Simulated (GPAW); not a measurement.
Consider MnO2 (Pnnm).

```cif
data_structure
_symmetry_space_group_name_H-M 'P 1'
_symmetry_Int_Tables_number 1
_cell_length_a 4.3306
_cell_length_b 4.4623
_cell_length_c 2.8625
_cell_angle_alpha 90.000
_cell_angle_beta 90.000
_cell_angle_gamma 90.000
_cell_volume 55.32
loop_
_atom_site_label
_atom_site_type_symbol
_atom_site_fract_x
_atom_site_fract_y
_atom_site_fract_z
_atom_site_occupancy
Mn1 Mn 0.50000 0.50000 0.50000 1
Mn2 Mn 0.00000 0.00000 0.00000 1
O3 O 0.21399 0.82296 0.50000 1
O4 O 0.28601 0.32296 0.00000 1
O5 O 0.71399 0.67704 0.00000 1
O6 O 0.78601 0.17704 0.50000 1
```

Absorber: atom 3, with 2 Mn at 1.88 Å and 1 Mn at 1.90 Å (distorted trigonal planar, site symmetry m). Method: GPAW, LDA + U (Mn 3.9 eV), full core hole (charged cell), 24-atom cell with 6.2 Å between holes, 3×3×3 k points, dipole transitions, Gaussian full width 0.9 eV up to 4 eV, rising linearly to 3.5 eV at 25 eV.

**Question.** Where do the maxima of the O K edge fall?

Main maxima up to 24 eV above the zero (height): 0.8 eV (1.60), 2.5 eV (1.21), 3.6 eV (1.81) and 14.7 eV (2.24). A K edge sees empty p states; the first features are O p mixed into the empty d states of the Mn neighbours, and the broad ones above probably into the cations' higher empty bands. The total-energy difference plus the lowest empty eigenvalue puts the zero at 524.06 eV. The functional and the charged cell's background leave an error in such absolute values: in the free atom LDA prices this hole 4.1 eV below PBE (computed apart), and PBE is itself good to a few eV.

The O K spectrum (energy from the lowest empty level; intensity scaled to a mean of 1 over the first 20 eV; polarised curves are means over the symmetry-equivalent atoms):

| E (eV) | isotropic | ε ∥ x | ε ∥ y | ε ∥ z |
| --- | --- | --- | --- | --- |
| -2.0 | 0.00 | 0.00 | 0.00 | 0.00 |
| -1.5 | 0.00 | 0.00 | 0.00 | 0.00 |
| -1.0 | 0.00 | 0.00 | 0.00 | 0.00 |
| -0.5 | 0.03 | 0.03 | 0.04 | 0.02 |
| 0.0 | 0.32 | 0.31 | 0.30 | 0.35 |
| 0.5 | 1.24 | 1.15 | 1.04 | 1.52 |
| 1.0 | 1.51 | 1.39 | 1.42 | 1.71 |
| 1.5 | 0.86 | 0.78 | 0.93 | 0.86 |
| 2.0 | 0.90 | 0.93 | 0.94 | 0.83 |
| 2.5 | 1.21 | 1.15 | 1.13 | 1.34 |
| 3.0 | 1.17 | 1.06 | 1.04 | 1.40 |
| 3.5 | 1.75 | 1.60 | 1.60 | 2.05 |
| 4.0 | 1.37 | 1.25 | 1.29 | 1.57 |
| 4.5 | 0.44 | 0.39 | 0.42 | 0.52 |
| 5.0 | 0.09 | 0.09 | 0.10 | 0.09 |
| 5.5 | 0.01 | 0.01 | 0.01 | 0.01 |
| 6.0 | 0.00 | 0.00 | 0.00 | 0.00 |
| 6.5 | 0.00 | 0.00 | 0.00 | 0.00 |
| 7.0 | 0.00 | 0.00 | 0.00 | 0.00 |
| 7.5 | 0.01 | 0.01 | 0.01 | 0.01 |
| 8.0 | 0.04 | 0.04 | 0.04 | 0.04 |
| 8.5 | 0.09 | 0.09 | 0.09 | 0.09 |
| 9.0 | 0.19 | 0.19 | 0.19 | 0.20 |
| 9.5 | 0.41 | 0.39 | 0.39 | 0.46 |
| 10.0 | 0.76 | 0.70 | 0.73 | 0.86 |
| 10.5 | 1.17 | 1.03 | 1.11 | 1.37 |
| 11.0 | 1.50 | 1.26 | 1.40 | 1.85 |
| 11.5 | 1.68 | 1.36 | 1.51 | 2.16 |
| 12.0 | 1.71 | 1.38 | 1.51 | 2.26 |
| 12.5 | 1.73 | 1.40 | 1.51 | 2.28 |
| 13.0 | 1.81 | 1.49 | 1.60 | 2.33 |
| 13.5 | 1.95 | 1.70 | 1.78 | 2.38 |
| 14.0 | 2.12 | 2.00 | 2.01 | 2.36 |
| 14.5 | 2.23 | 2.30 | 2.22 | 2.18 |
| 15.0 | 2.21 | 2.46 | 2.30 | 1.86 |
| 15.5 | 2.03 | 2.42 | 2.19 | 1.47 |
| 16.0 | 1.74 | 2.19 | 1.90 | 1.12 |
| 16.5 | 1.42 | 1.86 | 1.54 | 0.86 |
| 17.0 | 1.12 | 1.49 | 1.20 | 0.68 |
| 17.5 | 0.88 | 1.15 | 0.93 | 0.55 |
| 18.0 | 0.69 | 0.87 | 0.74 | 0.46 |
| 18.5 | 0.55 | 0.65 | 0.60 | 0.40 |
| 19.0 | 0.46 | 0.50 | 0.51 | 0.37 |
| 19.5 | 0.41 | 0.41 | 0.45 | 0.36 |
| 20.0 | 0.38 | 0.35 | 0.41 | 0.38 |
| 20.5 | 0.38 | 0.31 | 0.39 | 0.42 |
| 21.0 | 0.39 | 0.28 | 0.40 | 0.48 |
| 21.5 | 0.41 | 0.27 | 0.42 | 0.54 |
| 22.0 | 0.44 | 0.26 | 0.46 | 0.59 |
| 22.5 | 0.46 | 0.26 | 0.52 | 0.61 |
| 23.0 | 0.49 | 0.28 | 0.60 | 0.60 |
| 23.5 | 0.52 | 0.31 | 0.69 | 0.57 |
| 24.0 | 0.55 | 0.37 | 0.76 | 0.52 |
| 24.5 | 0.57 | 0.43 | 0.81 | 0.47 |
| 25.0 | 0.59 | 0.51 | 0.82 | 0.44 |
| 25.5 | 0.60 | 0.60 | 0.79 | 0.42 |
| 26.0 | 0.61 | 0.67 | 0.73 | 0.42 |
| 26.5 | 0.60 | 0.73 | 0.66 | 0.42 |
| 27.0 | 0.59 | 0.77 | 0.58 | 0.43 |
| 27.5 | 0.58 | 0.80 | 0.51 | 0.44 |
| 28.0 | 0.57 | 0.81 | 0.46 | 0.44 |
| 28.5 | 0.56 | 0.80 | 0.43 | 0.45 |
| 29.0 | 0.55 | 0.79 | 0.41 | 0.46 |
| 29.5 | 0.55 | 0.76 | 0.41 | 0.49 |
| 30.0 | 0.55 | 0.71 | 0.42 | 0.52 |
| 30.5 | 0.55 | 0.67 | 0.43 | 0.56 |
| 31.0 | 0.56 | 0.62 | 0.45 | 0.61 |
| 31.5 | 0.57 | 0.58 | 0.47 | 0.67 |
| 32.0 | 0.59 | 0.56 | 0.48 | 0.72 |

The hole lies in one spin channel, while the script sums the empty states of both and takes the lower zero; where the two channels are split, this blurs and shifts the curve. The spins start antiferromagnetically in a simple order, which needn't be the measured one; gap and edge can depend on it. The holes are only 6.2 Å apart, so the shape is probably not converged with cell size; no larger cell was run here. The mesh is coarse (0.38 Å⁻¹ between points), so small maxima may be mesh ripples. The structure is a computed Materials Project entry and may be a hypothetical form.

[Banner, clock and machine lines of the logs are left out without a mark of their own.]

[Logs are printed without paths, hosts, clocks, repeated set-up lines and the standing remarks that a program may print on its own settings, such as how far it seeks lower states.]

[Hosts, paths, dates, database ids (printed as entryN), source tags and the programs' standing remarks are cut or masked in the printed files.]

[Lists of maxima count a maximum above −3 eV only where it reaches 4 % of the highest in the window and stands out from its surroundings by 2 % of it (1.5 % where it reaches 55 %); shoulders and weaker maxima are passed over, and of the rest the first, up to two pre-edge ones and the few strongest are named.]
